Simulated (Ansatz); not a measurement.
**Kohn anomalies in LaCu2 (P6/mmm)**

Wanted: frequencies of LaCu2 (P6/mmm) solved wavevector by wavevector at several smearings. The first relaxation steps of the session are not shown, so no cell shown is the starting entry, unless a step says so.

Method: DFT PBEsol, scalar-relativistic, plane waves, PAW; PAW set soft_1, in Ansatz 0.2.0.

### Step 1. The cell after earlier relaxation steps

It takes space group P6/mmm (No. 191, hexagonal). Conventional cell: a = 4.253 Å, b = 4.253 Å, c = 3.802 Å, α = 90.00°, β = 90.00°, γ = 120.00°. La has 12 Cu at 3.11 Å nearest. Nearest to Cu lie 3 Cu at 2.46 Å and 6 La at 3.11 Å. Farther neighbours are not listed.

### Step 2. Relaxing tightly for phonons

Residual forces and stress shift phonon frequencies, so the cell is relaxed again, with tight thresholds and the mesh and smearing of this input. Earlier relaxation steps are not shown.

input.yaml

```yaml
crystal:
  lattice:
    - [4.2528359104, 0.0, 0.0]
    - [-2.1264179552, 3.6830639366, 0.0]
    - [0.0, 0.0, 3.8024588643]
  atoms:
    - { symbol: La, position: [0.0, 0.0, 0.0] }
    - { symbol: Cu, position: [0.3333333333, 0.6666666667, 0.5] }
    - { symbol: Cu, position: [0.6666666667, 0.3333333333, 0.5] }
kpoints:
  mp_grid: { grid: [9, 9, 8] }
hamiltonian:
  xc: pbesol
  pseudopotentials: { kind: paw, azcp: { folder: soft_1 }, xc_functional: pbe }
scf:
  occupations: { method: methfessel_paxton, width: 0.2 }
output:
  forces: true
  stress: true
  eigenvalues: true
relax:
  adjacent_minimum: "off"
  f_tol: 0.001
  max_steps: 60
  cell: { stress_tol: 0.01 }
```

Run with:

```bash
ansatz run input.yaml --threads 4 --pin off --max-ram 12288MiB --backend cpu --events-out ev --progress --plain --runs-dir out
```

Numbers of over 12 decimals in the logs are rounded to 6 here.

What it wrote:

```text
[the first part of the log is left out]
  E_paw        = -8890.198918  (= ΣΔE_a)
  E_vpaw       = -1562.798968  (= ΣTr[D̂ρ^β])
  E_aug_tail   = 0.001952  (compensation charges beyond the density's cutoff)
  E_ewald      = -6091.288088
  E_core_change = 0.581441  (= ΣΔE_core)
  E_smearing   = 0.001182  (= −TS)
  E_closure    = -0.000000  (closes the sum)
  Σ components = -19339.522602   (vs F -19339.522602, Δ=0.00e0)
--- Forces (eV/Å), atoms counted from 1 ---
  atom   1  La     0.00000000     0.00000000     0.00000000
  atom   2  Cu     0.00000000     0.00000000     0.00000000
  atom   3  Cu     0.00000000    -0.00000000    -0.00000000
  max |Σ_I F_I| component: 2.78e-17 eV/Å
--- Stress (GPa, compression-positive) ---
        0.000031      -0.000000      -0.000000
       -0.000000       0.000031       0.000000
       -0.000000       0.000000       0.000560
  P = ⅓ Tr σ = 0.0002 GPa (0.002 kbar)
--- Band table (eV; the first three rows and the last of 60) ---
  k-point 0: bands = ["-99.3277", "-99.3153", "-56.8642", "-56.8642", "-56.8584", "-56.8465", "-56.8038", "-56.8038", "-19.2687", "-2.8466", "-2.8466", "-2.7157", "6.6480", "9.1960", "9.8598", "9.8598", "9.8986", "9.8986", "10.0970", "10.0970", "10.3620", "10.5025", "10.5025", "13.4523", "13.4523", "13.7613", "14.9444", "15.0603", "15.3557", "15.3557", "15.5587", "15.5587", "15.6276", "17.5795", "17.5795"]
  k-point 1: bands = ["-99.3277", "-99.3153", "-56.8642", "-56.8642", "-56.8584", "-56.8465", "-56.8038", "-56.8038", "-19.2594", "-2.8509", "-2.8335", "-2.8335", "6.9050", "9.2747", "9.7661", "9.7661", "9.9433", "9.9433", "10.0092", "10.0092", "10.4125", "10.5474", "10.5474", "13.6300", "13.6300", "13.7722", "14.9087", "14.9417", "15.3619", "15.3619", "15.5657", "15.5657", "15.6286", "17.1191", "17.1191"]
  k-point 2: bands = ["-99.3276", "-99.3153", "-56.8642", "-56.8642", "-56.8585", "-56.8466", "-56.8038", "-56.8038", "-19.2368", "-3.1573", "-2.8018", "-2.8018", "7.5699", "9.4762", "9.6309", "9.6309", "9.8342", "9.8342", "9.9703", "9.9703", "10.5385", "10.6163", "10.6163", "13.1456", "14.0896", "14.0896", "14.9342", "14.9417", "15.3797", "15.3797", "15.5974", "15.5974", "15.6311", "16.3724", "16.3724"]
  k-point 59: bands = ["-99.3215", "-99.3215", "-56.8702", "-56.8526", "-56.8526", "-56.8340", "-56.8340", "-56.7979", "-19.1716", "-3.4038", "-3.0384", "-3.0384", "9.0556", "9.0556", "9.3889", "9.5063", "10.2044", "10.2044", "10.5225", "10.5225", "10.5692", "10.5692", "10.7497", "11.2200", "13.4246", "13.4246", "14.7911", "15.2855", "15.3138", "15.4456", "15.4456", "15.5772", "15.6314", "15.6314", "18.1776"]
--- Relaxed structure (4 steps of the walk, 4 accepted, 1 SCFs on fresh bases) ---
  F+E_penalty+E_count = -19339.52260170 eV   max|allowed force component| = 6.245e-17 eV/Å   (the final SCF, on the basis selected at the relaxed cell)
  cell:  # Å, volume = 59.5098 Å³
    - [4.255218, 0, 0]
    - [-2.127609, 3.685127, 0]
    - [0, 0.0, 3.795022]
  atoms:
    - { symbol: La, position: [0, 0, 0] }
    - { symbol: Cu, position: [0.333333, 0.666667, 0.5] }
    - { symbol: Cu, position: [0.666667, 0.333333, 0.5] }
```

Elapsed: 9.3 s, on 4 threads of Arm Neoverse V2, shared host; peak memory 0.46 GiB.

Relaxation path:

| step | energy less that of the first step (eV) | largest force component (eV/Å) | pressure (GPa) | volume (Å³) |
| --- | --- | --- | --- | --- |
| 1 | 0.0000 | 0.0000 | -0.03 | 59.56 |
| 2 | 0.0000 | 0.0000 | 0.03 | 59.50 |
| 3 | 0.0000 | 0.0000 | -0.01 | 59.52 |
| 4 | 0.0000 | 0.0000 | 0.00 | 59.51 |
| 5 | 0.0000 | 0.0000 | 0.00 | 59.51 |

The log counts 1 steps on a newly chosen plane-wave basis, not all of them marked here; energy and pressure can jump at such steps.

| conventional cell, symmetrised | before | after | change |
| --- | --- | --- | --- |
| a (Å) | 4.253 | 4.255 | +0.1 % |
| b (Å) | 4.253 | 4.255 | +0.1 % |
| c (Å) | 3.802 | 3.795 | -0.2 % |
| volume (Å³/atom) | 19.85 | 19.84 | -0.1 % |

Final coordinates:

```
La Cu
1.0
     4.25522    0.00000    0.00000
    -2.12761    3.68513    0.00000
     0.00000    0.00000    3.79502
La Cu
1 2
Direct
  0.00000 0.00000 0.00000
  0.33333 0.66667 0.50000
  0.66667 0.33333 0.50000
```

This step gave:

* pressure: 2.07e-4 GPa
* volume per atom: 19.84 Å³/atom
* metallic on mesh: yes
* gap on the k-mesh: 0 eV

The largest force is now zero by symmetry and the largest stress component 5.6e-4 GPa, small enough for phonons.

### Step 3. Wavevectors along a line: Fermi–Dirac smearing of 0.1 eV

Each wavevector is solved by itself, so no interpolation smooths a dip of the branch.

input.yaml

```yaml
crystal:
  lattice:
    - [4.2552182193, 0.0, 0.0]
    - [-2.1276091096, 3.6851270766, 0.0]
    - [0.0, 0.0, 3.795021889]
  atoms:
    - { symbol: La, position: [0.0, 0.0, 0.0] }
    - { symbol: Cu, position: [0.3333333333, 0.6666666667, 0.5] }
    - { symbol: Cu, position: [0.6666666667, 0.3333333333, 0.5] }
kpoints:
  mp_grid: { grid: [12, 12, 12] }
hamiltonian:
  xc: pbesol
  pseudopotentials: { kind: paw, azcp: { folder: soft_1 }, xc_functional: pbe }
scf:
  occupations: { method: fermi_dirac, width: 0.1 }
output:
  eigenvalues: true
phonons:
  method: dfpt
  qpoints:
    - [0, 0, 0]
    - [0.083333333, 0.0, 0.0]
    - [0.166666667, 0.0, 0.0]
    - [0.25, 0.0, 0.0]
    - [0.333333333, 0.0, 0.0]
    - [0.416666667, 0.0, 0.0]
    - [0.5, 0.0, 0.0]
```

What it wrote:

```text
The run solves and reports these wavevectors of phonons.qpoints, in the list's order, at another value: [0.083333333, 0.0, 0.0] as [0.083333, 0.0, 0.0], [0.166666667, 0.0, 0.0] as [0.166667, 0.0, 0.0], [0.333333333, 0.0, 0.0] as [0.333333, 0.0, 0.0], [0.416666667, 0.0, 0.0] as [0.416667, 0.0, 0.0].
[...]
Crystal: 3 atoms, lattice volume = 59.510 Å³
Basis set: ecut = 420 eV, 1159 PW (Γ), exchange–correlation on 60×60×54 points (8 copies of the dense FFT grid, shifted against one another)
Bands: 30, of which v1, the nominal top of the filled ones, is band 25 counted from 1 (24 counted from 0)
Symmetry: 24 space group operations
k-points: 133 of 1728
[...]
SCF iter   1: F=—  HF=-19362.759752 eV  |F-HF|=—  |Δ(HF+E_count)|=         —  Δρ=1.48e0  dr2=1.38e3  ethr=3.10e-3  ⟨swp⟩=4.5  Hψ=27872  notcnv=0
automatic band count: the SCF goes on with 35 bands, as 30 were too few: the levels above may hold too much charge
[...]
SCF iter   2: F=—  HF=-19343.541887 eV  |F-HF|=—  |Δ(HF+E_count)|=    1.92e1  Δρ=5.79e-1  dr2=2.22e2  ethr=3.10e-3  ⟨swp⟩=3.6  Hψ=11909  notcnv=0  defer=1
[...]
SCF iter  19: F=-19339.552096 eV  HF=-19339.552096 eV  |F-HF|=0.00e0  |Δ(HF+E_count)|=  2.18e-11  Δρ=8.10e-8  dr2=4.01e-12  ethr=1.00e-12  ⟨swp⟩=9.1  Hψ=22998  notcnv=0
SCF 1 converged in 19 iterations: F = -19339.552096 eV  dr2 = 4.01e-12
[...]
NSCF: frozen V_eff on 133 k-points
[...]
DFPT response loops at q = (0, 0, 0) (fractional): preconditioner auto → Kerker (q_TF=auto, 2.641 Å⁻¹) (partly filled bands, converged f_vac=0.000); β = 1.00, the filter's whole step (`scf.mixing.beta` (0.50) is not read by the response loops under this deck's `scf.mixing.preconditioner`; to damp them name `kerker` or `kerker_dos`, under which they read `scf.mixing.beta`, and type it under 1.00, their step now; both keys bind the ground state too); Broyden in place of MSR1
[...]
SCF converged after 19 iterations
Free energy (F): -19339.552096 eV
[...]
Internal energy: -19339.488929 eV  (E = F + TS)
E sigma→0 (E₀):  -19339.520512 eV
Entropy (-TS):   -0.063167 eV (-21.056 meV/atom)
Fermi energy:    13.240908 eV
[...]
--- Band table (eV; the first three rows and the last of 133) ---
  k-point 0: bands = [... 21 lower, 10.5048, 10.5048, 13.4525, 13.4525, 13.7656, 14.9567, 15.0724, 15.3718, ... 6 higher]
  k-point 1: bands = [... 21 lower, 10.5275, 10.5275, 13.5332, 13.5332, 13.7859, 14.9555, 14.9954, 15.3745, ... 6 higher]
  k-point 2: bands = [... 21 lower, 10.5741, 10.5741, 13.6867, 13.7606, 13.7606, 14.8687, 14.9520, 15.3823, ... 6 higher]
  k-point 132: bands = [... 21 lower, 10.5733, 10.7520, 11.2264, 13.4215, 13.4215, 14.7975, 15.3016, 15.3293, ... 6 higher]
--- Phonons (Γ-DFPT): 4 representative perturbations + reference (Σ response iterations 16) ---
  ASR residual: 3.737e-4 → 0.000e0 eV/Å²; symmetrization residual: 3.938e-6 eV/Å²
  ASR residual per site (eV/Å²): 1.58e-4 3.74e-4 3.74e-4
  Γ frequencies (cm⁻¹): 0.00 0.00 0.00 119.96 123.62 123.62 131.32 194.24 194.24
  non-analytic LO–TO correction: not included (Born effective charges unavailable; polar crystals: no LO–TO splitting at Γ)
--- Phonons (arbitrary-q DFPT): 7 explicit q-points ---
  q = [0, 0, 0] (of the zone-centre solve; hermiticity 1.47e-6, symmetrization 6.22e-10): 0.00 0.00 0.00 119.96 123.62 123.62 131.32 194.24 194.24
  q = [0.083333, 0, 0] (4 solved perturbations in 3108 linear systems a pass and spin channel, the states on 1008 of 1728 k-point pairs; hermiticity 8.61e-7, symmetrization 3.16e-11): 11.01 12.97 29.78 119.67 122.58 123.22 130.47 193.98 194.84
[...]
sum rule: each row above includes the acoustic sum rule's correction from the zone centre's row sums; it moved no ω² by more than (1.26 cm⁻¹)²
```

Wall time 17 min (4 threads); peak memory 4.6 GiB.

Each wavevector solved by linear response. The frequency by |q| along the line; 7 of 9 lines:

| \|q\| along the line (Å⁻¹) | mode 1 (cm⁻¹) | mode 2 (cm⁻¹) | mode 3 (cm⁻¹) | mode 4 (cm⁻¹) | mode 5 (cm⁻¹) | mode 6 (cm⁻¹) | mode 7 (cm⁻¹) |
| --- | --- | --- | --- | --- | --- | --- | --- |
| 0.000 | 0 | 0 | 0 | 120 | 124 | 124 | 131 |
| 0.142 | 11.0 | 13.0 | 29.8 | 120 | 123 | 123 | 130 |
| 0.284 | 22.9 | 25.7 | 58.3 | 118 | 119 | 122 | 128 |
| 0.426 | 36.9 | 38.9 | 83.3 | 114 | 116 | 121 | 125 |
| 0.568 | 52.1 | 52.8 | 98.9 | 106 | 112 | 121 | 128 |
| 0.710 | 65.7 | 66.4 | 97.3 | 104 | 107 | 119 | 138 |
| 0.853 | 72.0 | 74.8 | 90.1 | 103 | 105 | 119 | 143 |

### Step 4. Phonons along a line: Fermi–Dirac smearing of 0.25 eV

Each wavevector is solved by itself, so no interpolation smooths a dip of the branch.

Edit input.yaml of step 3 so:

```diff
@@ -15,3 +15,3 @@
 scf:
-  occupations: { method: fermi_dirac, width: 0.1 }
+  occupations: { method: fermi_dirac, width: 0.25 }
 output:
```

Wider smearing eases the sum over k-points of a metal but moves the result away from its zero-temperature value.

What it wrote:

```text
band count auto-derived: 37 (N_el = 49.0; filled up to band 25; 30 by the electrons, moments and atoms)
[...]
Crystal: 3 atoms, lattice volume = 59.510 Å³
Basis set: ecut = 420 eV, 1159 PW (Γ), exchange–correlation on 60×60×54 points (8 copies of the dense FFT grid, shifted against one another)
Bands: 37, of which v1, the nominal top of the filled ones, is band 25 counted from 1 (24 counted from 0)
[... 1 set-up line as in the run before ...]
k-points: 133 of 1728
[...]
SCF iter   1: F=—  HF=-19364.083217 eV  |F-HF|=—  |Δ(HF+E_count)|=         —  Δρ=1.44e0  dr2=1.29e3  ethr=3.10e-3  ⟨swp⟩=4.8  Hψ=14964  notcnv=0
[...]
SCF iter  18: F=-19339.724343 eV  HF=-19339.724343 eV  |F-HF|=7.28e-12  |Δ(HF+E_count)|=  7.28e-11  Δρ=1.08e-7  dr2=6.93e-12  ethr=1.00e-12  ⟨swp⟩=4.8  Hψ=22615  notcnv=0
the search or the solves at the SCF's close seem to have found levels that the self-consistency loop had missed (the run counts 1). By its estimate they hold under 1e-12 electrons; where the run keeps them, the occupations were computed again with them
SCF 1 converged in 18 iterations: F = -19339.724343 eV  dr2 = 6.93e-12
[...]
SCF converged after 18 iterations
Free energy (F): -19339.724343 eV
[...]
Internal energy: -19339.305450 eV  (E = F + TS)
E sigma→0 (E₀):  -19339.514897 eV
Entropy (-TS):   -0.418893 eV (-139.631 meV/atom)
Fermi energy:    13.210604 eV
[...]
--- Band table (eV; the first three rows and the last of 133) ---
  k-point 0: bands = [... 21 lower, 10.4900, 10.4900, 13.4575, 13.4575, 13.7737, 15.0044, 15.1213, 15.4312, ... 8 higher]
  k-point 1: bands = [... 21 lower, 10.5126, 10.5126, 13.5387, 13.5387, 13.7936, 15.0035, 15.0420, 15.4332, ... 8 higher]
  k-point 2: bands = [... 21 lower, 10.5589, 10.5589, 13.6927, 13.7677, 13.7677, 14.9119, 15.0008, 15.4387, ... 8 higher]
  k-point 132: bands = [... 21 lower, 10.5579, 10.7364, 11.2073, 13.4301, 13.4301, 14.7938, 15.3637, 15.3895, ... 8 higher]
[...]
ASR residual: 1.615e-4 → 0.000e0 eV/Å²; symmetrization residual: 5.230e-6 eV/Å²
  ASR residual per site (eV/Å²): 6.39e-5 1.61e-4 1.61e-4
  Γ frequencies (cm⁻¹): 0.00 0.00 0.00 118.42 122.86 122.86 130.34 194.08 194.08
[...]
--- Phonons (arbitrary-q DFPT): 7 explicit q-points ---
[...]
```

The job ended after 21 min (4 threads; peak memory 5.1 GiB; 83 min of CPU time).

Each wavevector solved by linear response. Frequency against |q| along the line; 7 of 9 lines:

| \|q\| along the line (Å⁻¹) | mode 1 (cm⁻¹) | mode 2 (cm⁻¹) | mode 3 (cm⁻¹) | mode 4 (cm⁻¹) | mode 5 (cm⁻¹) | mode 6 (cm⁻¹) | mode 7 (cm⁻¹) |
| --- | --- | --- | --- | --- | --- | --- | --- |
| 0.000 | 0 | 0 | 0 | 118 | 123 | 123 | 130 |
| 0.142 | 12 | 12.7 | 30.1 | 118 | 122 | 122 | 129 |
| 0.284 | 24.8 | 25.8 | 58.9 | 117 | 118 | 121 | 127 |
| 0.426 | 38.8 | 39.6 | 83.9 | 113 | 115 | 121 | 123 |
| 0.568 | 53.3 | 53.7 | 99.0 | 106 | 112 | 120 | 127 |
| 0.710 | 66.4 | 67.2 | 96.4 | 103 | 106 | 117 | 138 |
| 0.853 | 72.7 | 75.8 | 89.4 | 102 | 104 | 117 | 143 |

Against step 3 (now smearing width 0.25 eV), the free energy moves by -57.4 meV an atom.

### Step 5. Smearing and the soft branch

Lowest frequency against |q| along the line:

| \|q\| along the line (Å⁻¹) | fermi dirac 0.1 eV, k 12x12x12 (cm⁻¹) | fermi dirac 0.25 eV, k 12x12x12 (cm⁻¹) |
| --- | --- | --- |
| 0.000 | 0 | 0 |
| 0.142 | 11.0 | 12 |
| 0.284 | 22.9 | 24.8 |
| 0.426 | 36.9 | 38.8 |
| 0.568 | 52.1 | 53.3 |
| 0.710 | 65.7 | 66.4 |
| 0.853 | 72.0 | 72.7 |

### Step 6. Summary of results

| Property | Result |
| --- | --- |
| phonon run of the rows without a label of their own | PBEsol, k 12×12×12 |
| lowest branch at the last solved point, Fermi–Dirac 0.1 eV | 72.0 cm⁻¹ at \|q\| = 0.853 Å⁻¹ |
| lowest branch at the last solved point, Fermi–Dirac 0.25 eV | 72.7 cm⁻¹ at \|q\| = 0.853 Å⁻¹ |

**Reading.** No branch softens by more than 4 % of the top frequency as the smearing narrows, so no anomaly that hangs on the smearing shows at these points. The line holds 7 wavevectors, so a narrow dip between them would be missed. Between Fermi–Dirac 0.25 eV and Fermi–Dirac 0.1 eV the largest change, with modes counted by rank of frequency, is in mode 5 at |q| = 0.853 Å⁻¹, from 104 to 105 cm⁻¹; the branches hardly feel the smearing. Where branches cross, a count by rank can hide a softening. At the narrowest width the k mesh may not resolve the Fermi surface, so part of the change can be mesh noise. The PAW files were made for PBE; under other functionals the run regenerates their frozen core.

[Logs are printed without paths, hosts, clocks, repeated set-up lines and the standing remarks that a program may print on its own settings, such as how far it seeks lower states.]

[Hosts, paths, dates, database ids (printed as entryN), source tags and the programs' standing remarks are cut or masked in the printed files.]
